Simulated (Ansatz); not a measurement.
# KLiF3 (built on the sites of a database entry of KAgF3): from the cell to its phonons, part 3 of 3

Wanted: phonon frequencies of KLiF3 (built on the sites of a database entry of KAgF3) and what follows from them.

Ansatz 0.2.0; DFT LDA, scalar-relativistic, plane waves, PAW.

So far. Step 4 (Relaxing to small forces for the phonons): The forces vanish by symmetry and the pressure is 0.000 GPa, within the tolerances set. The cell now holds 11.14 Å³/atom. Step 5 (Modes at Γ): Before it was imposed, the acoustic sum rule was missed by 3.4e-5 eV/Å². Small misses are needed for a sound result but don't prove that mesh and cutoff are converged. The lowest optical mode is real, 153 cm⁻¹. The relaxed cell has a, b, c = 5.270, 5.528, 3.823 Å (conventional setting).

The structure was built from a prototype and need not be the compound's stable phase.

## (6) Response at finite wavevector (continued)

Harmonic thermodynamic functions per atom, from the density of states. Interpolated from a 2×2×2 q mesh, rough between the solved points. Thermodynamic functions, by row:

```
T (K)  F_vib (meV/atom)  S (J/mol-atom/K)  C_V (J/mol-atom/K)
    0             41.56                 0                   0
   50             41.32             1.782               4.552
  100             38.96             7.588               12.55
  200             24.94             18.99               19.83
  300              0.59             27.59               22.34
  400            -31.56             34.18                23.4
  500            -69.81             39.46               23.93
  600              -113             43.85               24.23
  700            -160.5              47.6               24.41
  800            -211.6             50.87               24.53
  900            -265.8             53.77               24.62
 1000            -322.9             56.36               24.68
```

Harmonic mean-square displacement, third of the trace. Interpolated from a 2×2×2 q mesh, rough between the solved points. Mean square displacements, by row:

```csv
T (K),K1 U_eq (Å²),Li2 U_eq (Å²),F3 U_eq (Å²),F4 U_eq (Å²),F5 U_eq (Å²)
0,0.00337,0.00732,0.00534,0.00534,0.00531
100,0.00561,0.00893,0.00783,0.00783,0.00779
300,0.01429,0.01626,0.01855,0.01855,0.01843
600,0.02808,0.0298,0.03605,0.03605,0.03583
```

Symmetry leaves 6 wavevectors to solve. The lowest mode among them, the acoustic zeros apart, lies at q = (0, -0.5, 0) and is real, 95.8 cm⁻¹.

## (7) Another isotope, element K, natural mass 39.0983 amu

An isotope changes the mass and not the force constants, so no new electronic calculation is needed; the shifts show which modes move this element.

The same force constants with the mass of K changed from 39.098 to 40.962 u (phonopy, no LO-TO term). Both lists are sorted by frequency; levels can cross, so a row need not hold one and the same mode. Modes under 3 cm⁻¹ are left out. Isotope shifts, by row, the first 40 of 57 rows:

```csv
q,rank,natural mass (cm⁻¹),changed mass (cm⁻¹)
0 0 0,4,153.2,151.8
0 0 0,5,176.3,173.9
0 0 0,6,177.1,176.1
0 0 0,7,180,178.6
0 0 0,8,182.2,182.2
0 0 0,9,206.9,205.8
0 0 0,10,252.7,252.7
0 0 0,11,259.9,259.9
0 0 0,12,269.2,269
0 0 0,13,443.7,443.7
0 0 0,14,447.8,447.8
0 0 0,15,462,461.9
0 0 -0.5,1,103.3,101.7
0 0 -0.5,2,104.5,102.9
0 0 -0.5,3,111.6,111.6
0 0 -0.5,4,122,122
0 0 -0.5,5,153.5,152.9
0 0 -0.5,6,156.5,153.5
0 0 -0.5,7,157.4,156.1
0 0 -0.5,8,189.6,189.6
0 0 -0.5,9,211.4,209.7
0 0 -0.5,10,225.5,225.5
0 0 -0.5,11,237.4,237.4
0 0 -0.5,12,258.3,258.3
0 0 -0.5,13,380.6,380.6
0 0 -0.5,14,442.5,442.5
0 0 -0.5,15,461.4,461.4
0 -0.5 0,1,95.83,95.83
0 -0.5 0,2,98.89,97.46
0 -0.5 0,3,103.7,102.1
0 -0.5 0,4,117.9,117.9
0 -0.5 0,5,158.7,155.4
0 -0.5 0,6,164.6,164.6
0 -0.5 0,7,179.9,178
0 -0.5 0,8,182,180.5
0 -0.5 0,9,185.4,185.4
0 -0.5 0,10,231.6,231.6
0 -0.5 0,11,236.8,236.8
0 -0.5 0,12,263.3,263.3
0 -0.5 0,13,387.1,387.1
```

A mode of this element alone would shift by -2.30 %. The highest zone-centre frequency without the field goes from 462.0 to 461.9 cm⁻¹ (-0.0 %). The product of the frequency ratios over all optical modes at Γ is 0.958; the product rule, (m/m′)^(3k/2) (M′/M)^(3/2) with k = 1 such atoms and M the mass of the cell, gives 0.958.

## (8) Another isotope, element Li, natural mass 6.94 amu

The same for Li, from 6.94 to 6.02 u.

The same force constants with the mass of Li changed from 6.940 to 6.015 u (phonopy, no LO-TO term). Both lists are sorted by frequency; levels can cross, so a row need not hold one and the same mode. Modes under 3 cm⁻¹ are left out. Isotope shifts, by row, the first 40 of 57 rows:

```csv
q,rank,natural mass (cm⁻¹),changed mass (cm⁻¹)
0 0 0,4,153.2,153.3
0 0 0,5,176.3,176.8
0 0 0,6,177.1,177.3
0 0 0,7,180,180.2
0 0 0,8,182.2,182.2
0 0 0,9,206.9,207.3
0 0 0,10,252.7,254.5
0 0 0,11,259.9,261.9
0 0 0,12,269.2,271.2
0 0 0,13,443.7,469.6
0 0 0,14,447.8,474.2
0 0 0,15,462,489.3
0 0 -0.5,1,103.3,103.3
0 0 -0.5,2,104.5,104.5
0 0 -0.5,3,111.6,112.5
0 0 -0.5,4,122,122.9
0 0 -0.5,5,153.5,153.5
0 0 -0.5,6,156.5,156.5
0 0 -0.5,7,157.4,157.4
0 0 -0.5,8,189.6,189.6
0 0 -0.5,9,211.4,211.4
0 0 -0.5,10,225.5,226.8
0 0 -0.5,11,237.4,239.2
0 0 -0.5,12,258.3,258.3
0 0 -0.5,13,380.6,408.8
0 0 -0.5,14,442.5,468.4
0 0 -0.5,15,461.4,488.8
0 -0.5 0,1,95.83,96.36
0 -0.5 0,2,98.89,98.89
0 -0.5 0,3,103.7,103.7
0 -0.5 0,4,117.9,118.9
0 -0.5 0,5,158.7,158.7
0 -0.5 0,6,164.6,165
0 -0.5 0,7,179.9,179.9
0 -0.5 0,8,182,182
0 -0.5 0,9,185.4,185.5
0 -0.5 0,10,231.6,233.1
0 -0.5 0,11,236.8,238.2
0 -0.5 0,12,263.3,263.3
0 -0.5 0,13,387.1,415.7
```

A mode of this element alone would shift by +7.41 %. The highest zone-centre frequency without the field goes from 462.0 to 489.3 cm⁻¹ (+5.9 %). The product of the frequency ratios over all optical modes at Γ is 1.223; the product rule, (m/m′)^(3k/2) (M′/M)^(3/2) with k = 1 such atoms and M the mass of the cell, gives 1.223.

## (9) What came out

```json
{
 "space group after relaxation (within 0.01 Å)": "Cmmm",
 "volume per atom": "11.1 Å³",
 "electronic character": "no gap on this mesh",
 "highest optical mode at the zone centre (no LO-TO term)": "462 cm⁻¹",
 "lowest optical zone-centre mode": "153 cm⁻¹",
 "lowest mode on the q mesh (acoustic modes at Γ apart)": "95.8 cm⁻¹",
 "highest frequency on the path or at a solved wavevector": "462 cm⁻¹",
 "zero-point energy per atom": "41.6 meV",
 "heat capacity at 300 K": "22.3 J/(mol atoms K)",
 "vibrational entropy at 300 K": "27.6 J/(mol atoms K)",
 "Debye temperature (second moment)": "462 K",
 "imaginary modes on the 2×2×2 q mesh": "none"
}
```

The structure is a minimum as far as tested: no mode is imaginary at the 6 irreducible wavevectors of the 2×2×2 mesh, and the softest away from the acoustic zeros lies at 96 cm⁻¹. The optical modes at Γ span 153 to 462 cm⁻¹. The highest mode in this list at Γ, 462.0 cm⁻¹, is mostly motion of Li (79 % of the kinetic energy). The q mesh stands for a supercell only 7.6 Å across, so branches between the solved wavevectors are rough. With no gap, or one that is small against the smearing, the frequencies hang on the k mesh and the smearing, most of all near Kohn anomalies. The phonon runs are without spin polarisation, although the cell has an odd electron count. The starting cell was built on a prototype and not taken from a measurement, so the phase need not exist. These are harmonic frequencies at zero temperature: anharmonic shifts, linewidths and thermal expansion are left out.

[Logs are printed without paths, hosts, clocks, repeated set-up lines and the standing remarks that a program may print on its own settings, such as how far it seeks lower states.]

[Hosts, paths, dates, database ids (printed as entryN), source tags and the programs' standing remarks are cut or masked in the printed files.]
